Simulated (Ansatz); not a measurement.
An input for Ansatz 0.2.0 (Te2Mo (P6_3/mmc)):

```yaml
crystal:
  lattice:
    - [3.465427, 0.0, 0.0]
    - [-1.7327135, 3.001147817, 0.0]
    - [0.0, 0.0, 13.763996]
  atoms:
    - { symbol: Te, position: [0.3333333333, 0.6666666667, 0.6170472816] }
    - { symbol: Te, position: [0.6666666667, 0.3333333333, 0.1170472816] }
    - { symbol: Te, position: [0.3333333333, 0.6666666667, 0.8829527184] }
    - { symbol: Te, position: [0.6666666667, 0.3333333333, 0.3829527184] }
    - { symbol: Mo, position: [0.3333333333, 0.6666666667, 0.25] }
    - { symbol: Mo, position: [0.6666666667, 0.3333333333, 0.75] }
kpoints:
  mp_grid: { grid: [6, 6, 2] }
hamiltonian:
  xc: pbe
  pseudopotentials: { kind: paw, azcp: { folder: soft_1 } }
scf:
  occupations: { method: fixed }
gw:
  n_empty_bands: 563
  ecut_chi: 140
  qp_bands: [v2, c2]
  qp_kpoints: band_edges
  screening: { model: contour_deformation }
```

```sh
ansatz run input.yaml --threads 4 --pin off --max-ram 138240MiB --backend cuda --events-out ev --progress --plain --runs-dir out --devices 1 --max-vram 26GiB
```

**Question.** Estimate wall time and host memory on 1 × NVIDIA H100 80GB HBM3 (shared by 3 runs) with 4 threads of AMD EPYC 7R13 (Zen 3), shared host.

It took 42 s; on shared hardware allow 21 s to 85 s. Peak host memory was 2.2 GiB. The sizes that set the cost: 2777 plane waves a state, 14 irreducible k points, 609 bands summed, 549 plane waves in the screening and 9 SCF cycles.

The screening grows as filled bands × empty bands × pairs of k points, times the square of the screening basis for the matrix.

[Paths, hosts, dates, memory and timing lines, banners, echoed tables and standing remarks are left out of the program output.]

[Logs are printed without paths, hosts, clocks, repeated set-up lines and the standing remarks that a program may print on its own settings, such as how far it seeks lower states.]

[Runs of the session that timed out or met a known fault of the program may be left out.]

[Cells called generated may have been cut or substituted from an entry of the Crystallography Open Database or the Materials Project.]

[Hosts, paths, dates, database ids (printed as entryN), source tags and the programs' standing remarks are cut or masked in the printed files.]
